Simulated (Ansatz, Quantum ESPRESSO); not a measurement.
# Li: work function by face, part 2 of 6

Aim: the work function of the low-index faces of Li, their order, and how far the functional matters.

Quantum ESPRESSO 7.5; plane-wave DFT, PBE, GBRV ultrasoft pseudopotentials; geometry and cross-check by Ansatz 0.2.0 with PAW datasets.

So far. Step 2 (Geometry from Ansatz of (110)): The relaxation lowers the energy by 3 meV an atom. Held were the atoms numbered 3, 4 and 5; the forces quoted are those on the free ones.

## Step 3: SCF with pw.x of (110), PBE

Both faces of the slab are alike, so a plain periodic cell serves and symmetry is kept.

Level of this step: plane-wave DFT, PBE, GBRV ultrasoft pseudopotentials (Quantum ESPRESSO 7.5).

Input file 110.pbe.in:

```
&control
  prefix = '110.pbe'
  outdir = './out'
  pseudo_dir = './pseudo'
  calculation = 'scf'
  tprnfor = .true.
/
&system
  ibrav = 0
  nat = 7
  ntyp = 1
  ecutwfc = 40
  ecutrho = 200
  occupations = 'smearing'
  smearing = 'mv'
  degauss = 0.02
/
&electrons
  conv_thr = 1e-07
  mixing_beta = 0.4
  electron_maxstep = 120
  mixing_mode = 'local-TF'
/
ATOMIC_SPECIES
  Li  6.9400  li_pbe_v1.4.uspp.F.UPF
CELL_PARAMETERS angstrom
  2.46780266630000 -1.74500000000000 0.00000000000000
  2.46780266630000 1.74500000000000 0.00000000000000
  0.00000000000000 0.00000000000000 30.80681599800000
ATOMIC_POSITIONS crystal
  Li  0.000000000000 0.000000000000 0.267848968453
  Li  0.500000000000 0.500000000000 0.342546321996
  Li  0.000000000000 0.000000000000 0.419894264100
  Li  0.500000000000 0.500000000000 0.500000000000
  Li  0.000000000000 0.000000000000 0.580105735900
  Li  0.500000000000 0.500000000000 0.657453716570
  Li  0.000000000000 0.000000000000 0.732151031599
K_POINTS automatic
  12 12 1 0 0 0
```

Command:

```sh
$ OMP_NUM_THREADS=1 mpirun -n 2 pw.x -nk 2 -in 110.pbe.in > 110.pbe.out
```

Output:

```text
Program PWSCF v.7.5 starts
[citation notice left out]

     Parallel version (MPI & OpenMP), running on       2 processor cores
     Number of MPI processes:                 2
     Threads/MPI process:                     1

     MPI processes distributed on     1 nodes
[...]
Current dimensions of program PWSCF are:
     Max number of different atomic species (ntypx) = 10
     Max number of k-points (npk) =  40000
     Max angular momentum in pseudopotentials (lmaxx) =  4
     Message from routine setup:
     using ibrav=0 with symmetry is DISCOURAGED, use correct ibrav instead

     K-points division:     npool     =       2
     Subspace diagonalization in iterative solution of the eigenvalue problem:
     a serial algorithm will be used

     G-vector sticks info
     --------------------
     sticks:   dense  smooth     PW     G-vecs:    dense   smooth      PW
     Sum         483     395    129                85477    61277   11405

     Using Slab Decomposition

     bravais-lattice index     =            0
     lattice parameter (alat)  =       5.7116  a.u.
     unit-cell volume          =    1790.5204 (a.u.)^3
     number of atoms/cell      =            7
     number of atomic types    =            1
     number of electrons       =        21.00
     number of Kohn-Sham states=           15
     kinetic-energy cutoff     =      40.0000  Ry
     charge density cutoff     =     200.0000  Ry
     scf convergence threshold =      1.0E-07
     mixing beta               =       0.4000
     number of iterations used =            8  local-TF  mixing
     Exchange-correlation=  SLA  PW   PBX  PBC
                           (   1   4   3   4   0   0   0)

     celldm(1)=   5.711562  celldm(2)=   0.000000  celldm(3)=   0.000000
     celldm(4)=   0.000000  celldm(5)=   0.000000  celldm(6)=   0.000000

     crystal axes: (cart. coord. in units of alat)
               a(1) = (   0.816497  -0.577350   0.000000 )
               a(2) = (   0.816497   0.577350   0.000000 )
               a(3) = (   0.000000   0.000000  10.192736 )

     reciprocal axes: (cart. coord. in units 2 pi/alat)
               b(1) = (  0.612372 -0.866025  0.000000 )
               b(2) = (  0.612372  0.866025 -0.000000 )
               b(3) = ( -0.000000  0.000000  0.098109 )

     PseudoPot. # 1 for Li read from file:
     ./pseudo/li_pbe_v1.4.uspp.F.UPF
     Pseudo is Ultrasoft, Zval =  3.0
     Generated by new atomic code, or converted to UPF format
     Using radial grid of  751 points,  5 beta functions with:
                l(1) =   0
                l(2) =   0
                l(3) =   0
                l(4) =   1
                l(5) =   1
     Q(r) pseudized with 10 coefficients,  rinner =    1.150   1.150   1.150

     atomic species   valence    mass     pseudopotential
     Li                3.00     6.94000     Li( 1.00)

      8 Sym. Ops., with inversion, found

   Cartesian axes

     site n.     atom                  positions (alat units)
         1        Li     tau(   1) = (   0.0000000   0.0000000   2.7301137  )
         2        Li     tau(   2) = (   0.8164966   0.0000000   3.4914841  )
         3        Li     tau(   3) = (   0.0000000   0.0000000   4.2798712  )
         4        Li     tau(   4) = (   0.8164966   0.0000000   5.0963678  )
         5        Li     tau(   5) = (   0.0000000   0.0000000   5.9128643  )
         6        Li     tau(   6) = (   0.8164966   0.0000000   6.7012519  )
         7        Li     tau(   7) = (   0.0000000   0.0000000   7.4626218  )

     number of k points=    43  Marzari-Vanderbilt smearing, width (Ry)=  0.0200
                       cart. coord. in units 2pi/alat
        k(    1) = (   0.0000000   0.0000000   0.0000000), wk =   0.0138889
        k(    2) = (   0.0510310   0.0721688   0.0000000), wk =   0.0555556
        k(    3) = (   0.1020621   0.1443376   0.0000000), wk =   0.0555556
        k(    4) = (   0.1530931   0.2165064   0.0000000), wk =   0.0555556
        k(    5) = (   0.2041241   0.2886751   0.0000000), wk =   0.0555556
        k(    6) = (   0.2551552   0.3608439   0.0000000), wk =   0.0555556
        k(    7) = (  -0.3061862  -0.4330127   0.0000000), wk =   0.0277778
        k(    8) = (   0.1020621  -0.0000000   0.0000000), wk =   0.0277778
        k(    9) = (   0.1530931   0.0721688   0.0000000), wk =   0.0555556
        k(   10) = (   0.2041241   0.1443376   0.0000000), wk =   0.0555556
[...]
k(   43) = (  -0.6123724   0.0000000   0.0000000), wk =   0.0138889

     Dense  grid:    85477 G-vectors     FFT dimensions: (  25,  25, 270)

     Smooth grid:    61277 G-vectors     FFT dimensions: (  24,  24, 240)

     Estimated max dynamical RAM per process >     142.01 MB

     Estimated total dynamical RAM >     263.15 MB

     Initial potential from superposition of free atoms

     starting charge      17.8448, renormalised to      21.0000

     negative rho (up, down):  1.085E-04 0.000E+00
     Starting wfcs are   35 randomized atomic wfcs

     total cpu time spent up to now is        2.5 secs

     per-process dynamical memory:    92.6 Mb

     Self-consistent Calculation

     iteration #  1     ecut=    40.00 Ry     beta= 0.40
     Davidson diagonalization with overlap
     ethr =  1.00E-02,  avg # of iterations =  2.0

     negative rho (up, down):  3.680E-04 0.000E+00

     total cpu time spent up to now is        5.7 secs

     total energy              =    -101.66508745 Ry
     estimated scf accuracy    <       1.32626103 Ry

     iteration #  2     ecut=    40.00 Ry     beta= 0.40
[...]
negative rho (up, down):  2.540E-03 0.000E+00

[...]
total energy              =    -101.25148907 Ry
     estimated scf accuracy    <       0.66438720 Ry

     iteration #  3     ecut=    40.00 Ry     beta= 0.40
[...]
negative rho (up, down):  1.044E-02 0.000E+00

[...]
total energy              =    -101.24469112 Ry
     estimated scf accuracy    <       0.08869791 Ry

     iteration #  4     ecut=    40.00 Ry     beta= 0.40
[...]
negative rho (up, down):  9.874E-03 0.000E+00

[...]
total energy              =    -101.26604019 Ry
     estimated scf accuracy    <       0.00444332 Ry

     iteration #  5     ecut=    40.00 Ry     beta= 0.40
[...]
negative rho (up, down):  9.014E-03 0.000E+00

[...]
total energy              =    -101.26605509 Ry
     estimated scf accuracy    <       0.00154761 Ry

     iteration #  6     ecut=    40.00 Ry     beta= 0.40
[...]
negative rho (up, down):  8.485E-03 0.000E+00

[...]
total energy              =    -101.26614750 Ry
     estimated scf accuracy    <       0.00028459 Ry

     iteration #  7     ecut=    40.00 Ry     beta= 0.40
[...]
negative rho (up, down):  5.718E-03 0.000E+00

[...]
total energy              =    -101.26605678 Ry
     estimated scf accuracy    <       0.00020699 Ry

     iteration #  8     ecut=    40.00 Ry     beta= 0.40
[...]
negative rho (up, down):  3.377E-03 0.000E+00

[...]
total energy              =    -101.26597464 Ry
     estimated scf accuracy    <       0.00010259 Ry

     iteration #  9     ecut=    40.00 Ry     beta= 0.40
[...]
negative rho (up, down):  7.856E-04 0.000E+00

[...]
total energy              =    -101.26590179 Ry
     estimated scf accuracy    <       0.00011721 Ry

     iteration # 10     ecut=    40.00 Ry     beta= 0.40
[...]
negative rho (up, down):  5.370E-04 0.000E+00

[...]
total energy              =    -101.26590530 Ry
     estimated scf accuracy    <       0.00001255 Ry

     iteration # 11     ecut=    40.00 Ry     beta= 0.40
[...]
negative rho (up, down):  1.512E-05 0.000E+00

[...]
total energy              =    -101.26590061 Ry
     estimated scf accuracy    <       0.00000154 Ry

     iteration # 12     ecut=    40.00 Ry     beta= 0.40
[...]
negative rho (up, down):  1.199E-05 0.000E+00

[...]
total energy              =    -101.26590102 Ry
     estimated scf accuracy    <       0.00000012 Ry

     iteration # 13     ecut=    40.00 Ry     beta= 0.40
[...]
negative rho (up, down):  1.111E-05 0.000E+00

[...]
End of self-consistent calculation

          k = 0.0000 0.0000 0.0000 (  7667 PWs)   bands (ev):

   -47.8457 -47.8457 -47.4665 -47.4187 -47.4181 -47.3679 -47.3679  -4.3368
    -4.1444  -3.7389  -3.1555  -2.4227  -1.6192  -0.8189  -0.4654

          k = 0.0510 0.0722 0.0000 (  7679 PWs)   bands (ev):

   -47.8452 -47.8451 -47.4659 -47.4182 -47.4176 -47.3674 -47.3674  -4.2405
    -4.0486  -3.6426  -3.0582  -2.3233  -1.5134  -0.7029  -0.3388

          k = 0.1021 0.1443 0.0000 (  7665 PWs)   bands (ev):

   -47.8437 -47.8437 -47.4643 -47.4166 -47.4161 -47.3660 -47.3660  -3.9514
    -3.7615  -3.3543  -2.7686  -2.0287  -1.2018  -0.3602   0.0406

          k = 0.1531 0.2165 0.0000 (  7652 PWs)   bands (ev):

   -47.8417 -47.8417 -47.4622 -47.4145 -47.4141 -47.3642 -47.3642  -3.4691
    -3.2837  -2.8779  -2.2951  -1.5556  -0.7111   0.1787   0.6717

          k = 0.2041 0.2887 0.0000 (  7630 PWs)   bands (ev):

   -47.8397 -47.8397 -47.4600 -47.4123 -47.4122 -47.3623 -47.3623  -2.7946
    -2.6194  -2.2255  -1.6650  -0.9600  -0.1542   0.6976   1.5502

          k = 0.2552 0.3608 0.0000 (  7630 PWs)   bands (ev):

   -47.8382 -47.8382 -47.4584 -47.4108 -47.4107 -47.3609 -47.3609  -1.9340
    -1.7840  -1.4376  -0.9749  -0.4702  -0.0585   0.1796   2.2583

[...]
the Fermi energy is    -0.8740 ev

!    total energy              =    -101.26590095 Ry
     estimated scf accuracy    <       0.00000002 Ry
     smearing contrib. (-TS)   =      -0.00128778 Ry
     internal energy E=F+TS    =    -101.26461317 Ry

     The total energy is F=E-TS. E is the sum of the following terms:
     one-electron contribution =    -435.23054686 Ry
     hartree contribution      =     207.74750642 Ry
     xc contribution           =     -23.57765430 Ry
     ewald contribution        =     149.79608157 Ry

     convergence has been achieved in  13 iterations

     Forces acting on atoms (cartesian axes, Ry/au):

     atom    1 type  1   force =     0.00000000    0.00000000   -0.00003428
     atom    2 type  1   force =     0.00000000    0.00000000   -0.00021021
     atom    3 type  1   force =     0.00000000    0.00000000    0.00147532
     atom    4 type  1   force =     0.00000000    0.00000000    0.00000000
     atom    5 type  1   force =     0.00000000    0.00000000   -0.00147532
     atom    6 type  1   force =     0.00000000    0.00000000    0.00021021
     atom    7 type  1   force =     0.00000000    0.00000000    0.00003428

     Total force =     0.002108     Total SCF correction =     0.000111

[...]
=------------------------------------------------------------------------------=
   JOB DONE.
=------------------------------------------------------------------------------=
```

The job ended after 46 s (2 MPI ranks of Arm Neoverse V2, shared host; peak memory 0.33 GiB; 92 s of CPU time).

Read from the output:

| Quantity | Value |
| --- | --- |
| free energy | -1377.7928 eV |
| Fermi energy | -0.874 eV |

## Step 4: Electrostatic potential of (110)

plot_num = 11 writes the bare and Hartree potential. It leaves out exchange and correlation, which fade slowly, so it flattens close to the surface.

Input file 110.pbe.pot.in:

```
&inputpp
  prefix = '110.pbe'
  outdir = './out'
  filplot = '110.pbe.pot.dat'
  plot_num = 11
/
```

Command:

```sh
$ OMP_NUM_THREADS=1 mpirun -n 2 pp.x -in 110.pbe.pot.in > 110.pbe.pot.out
```

Output:

```text
[banner, memory and clock lines left out]
Program POST-PROC v.7.5 starts

          URL

     ./out/110.pbe.save/

     IMPORTANT: XC functional enforced from input :
     Exchange-correlation= PBE
                           (   1   4   3   4   0   0   0)
     Any further DFT definition will be discarded
     Please, verify this is what you really want

     negative rho (up, down):  1.111E-05 0.000E+00

     Calling punch_plot, plot_num =  11
     Writing data to file  110.pbe.pot.dat
     Message from routine chdens:
     namelist plot not found or invalid, exiting
```

The job ended after 0.78 s (2 MPI ranks; peak memory 0.09 GiB).

Numbers from this step:

| Quantity | Value |
| --- | --- |
| work function of the upper face | 3.173 eV |
| slope of the potential above | 9.65e-4 eV/Å |
| upper vacuum line continued to the top atoms, over the Fermi level | 3.168 eV |
| work function of the lower face | 3.173 eV |
| slope of the potential below | -6.80e-4 eV/Å |
| lower vacuum line continued to the bottom atoms, over the Fermi level | 3.169 eV |

The potential energy, planar mean oscillates, so the rows of the table below give means over windows of 2.4 Å about each position, cut where the curve ends. Its maxima inside the range that stand out by 2 % of the span (Å: eV): 9.4: 1.52, 11.8: 1.72, 14.1: 1.87, 16.7: 1.87, 19.1: 1.72, 21.5: 1.52. Its minima: 8.2: -2.65, 10.5: -2.30, 12.9: -2.34, 15.4: -2.40, 17.9: -2.34, 20.3: -2.30, 22.6: -2.65.

Electrostatic potential energy of an electron; zero at the Fermi level. Table of potential energy, planar mean by z; means over each step:

```tsv
z (Å)	potential energy, planar mean (eV)
1.20	3.17
3.60	3.17
6.00	2.74
8.40	-0.500
10.80	-0.202
13.20	-0.168
15.60	-0.193
18.00	-0.195
20.40	-0.231
22.80	-0.440
25.20	2.96
27.60	3.17
30.00	3.17
```

## Step 5: Self-consistent run of (110), PBEsol

The same atoms under a second functional.

Level of this step: plane-wave DFT, PBEsol, GBRV ultrasoft pseudopotentials (Quantum ESPRESSO 7.5).

110.pbesol.in is the input of step 3 with these lines changed:

```diff
@@ -1,3 +1,3 @@
 &control
-  prefix = '110.pbe'
+  prefix = '110.pbesol'
   outdir = './out'
@@ -24,3 +24,3 @@
 ATOMIC_SPECIES
-  Li  6.9400  li_pbe_v1.4.uspp.F.UPF
+  Li  6.9400  li_pbesol_v1.4.uspp.F.UPF
 CELL_PARAMETERS angstrom
```

Command:

```sh
$ OMP_NUM_THREADS=1 mpirun -n 2 pw.x -nk 2 -in 110.pbesol.in > 110.pbesol.out
```

Output:

```text
[banner, memory and clock lines left out]
Program PWSCF v.7.5 starts
[...]
Message from routine setup:
[...]
number of electrons       =        21.00
     number of Kohn-Sham states=           15
     kinetic-energy cutoff     =      40.0000  Ry
     charge density cutoff     =     200.0000  Ry
[...]
number of k points=    43  Marzari-Vanderbilt smearing, width (Ry)=  0.0200
[...]
Dense  grid:    85477 G-vectors     FFT dimensions: (  25,  25, 270)
[...]
negative rho (up, down):  1.084E-04 0.000E+00
     Starting wfcs are   35 randomized atomic wfcs
[...]
negative rho (up, down):  8.286E-04 0.000E+00
[...]
estimated scf accuracy    <       1.34472332 Ry
[...]
negative rho (up, down):  3.623E-03 0.000E+00
[...]
estimated scf accuracy    <       0.70643757 Ry
[...]
negative rho (up, down):  5.232E-03 0.000E+00
[...]
estimated scf accuracy    <       0.04152086 Ry
[...]
negative rho (up, down):  5.725E-03 0.000E+00
[...]
estimated scf accuracy    <       0.00622912 Ry
[...]
negative rho (up, down):  4.767E-03 0.000E+00
[...]
estimated scf accuracy    <       0.00032576 Ry
[...]
negative rho (up, down):  3.786E-03 0.000E+00
[...]
estimated scf accuracy    <       0.00010848 Ry
[...]
negative rho (up, down):  1.373E-03 0.000E+00
[...]
estimated scf accuracy    <       0.00003876 Ry
[...]
negative rho (up, down):  1.170E-03 0.000E+00
[...]
estimated scf accuracy    <       0.00002220 Ry
[...]
negative rho (up, down):  3.406E-04 0.000E+00
[...]
estimated scf accuracy    <       0.00001618 Ry
[...]
negative rho (up, down):  3.296E-05 0.000E+00
[...]
estimated scf accuracy    <       0.00000635 Ry
[...]
negative rho (up, down):  1.383E-06 0.000E+00
[...]
estimated scf accuracy    <       0.00000095 Ry
[...]
negative rho (up, down):  1.070E-05 0.000E+00
[...]
the Fermi energy is    -0.8802 ev
!    total energy              =    -100.54945407 Ry
     estimated scf accuracy    <       0.00000006 Ry
     smearing contrib. (-TS)   =      -0.00130891 Ry
     internal energy E=F+TS    =    -100.54814516 Ry
[...]
one-electron contribution =    -435.08448312 Ry
     hartree contribution      =     207.60469445 Ry
     xc contribution           =     -22.86443807 Ry
     ewald contribution        =     149.79608157 Ry
     convergence has been achieved in  12 iterations
[...]
Total force =     0.002055     Total SCF correction =     0.000174
[...]
```

It took 43 s on 2 MPI ranks; peak memory 0.33 GiB; 87 s of CPU time.

This step gave:

* free energy: -1368.0450 eV
* Fermi energy: -0.8802 eV

## Step 6: Potential by pp.x of (110)

Input file 110.pbesol.pot.in:

```
&inputpp
  prefix = '110.pbesol'
  outdir = './out'
  filplot = '110.pbesol.pot.dat'
  plot_num = 11
/
```

Command:

```sh
$ OMP_NUM_THREADS=1 mpirun -n 2 pp.x -in 110.pbesol.pot.in > 110.pbesol.pot.out
```

Run time: 0.79 s. Hardware: 2 MPI ranks; peak memory 0.11 GiB.

This step gave:

```
work function of the upper face                                       : 3.200 eV
slope of the potential above                                          : 9.45e-4 eV/Å
upper vacuum line continued to the top atoms, over the Fermi level    : 3.194 eV
work function of the lower face                                       : 3.200 eV
slope of the potential below                                          : -6.59e-4 eV/Å
lower vacuum line continued to the bottom atoms, over the Fermi level : 3.196 eV
```

On (110) the work function under PBEsol lies +0.03 eV from PBE's.

[end of part 2 of 6]

[Logs are printed without paths, hosts, clocks, repeated set-up lines and the standing remarks that a program may print on its own settings, such as how far it seeks lower states.]

[Hosts, paths, dates, database ids (printed as entryN), source tags and the programs' standing remarks are cut or masked in the printed files.]

[Maps of the electrostatic potential energy from Ansatz leave out the sawtooth potential of an applied field or a dipole correction, so their vacuum need not be flat; planar profiles and work functions include it.]
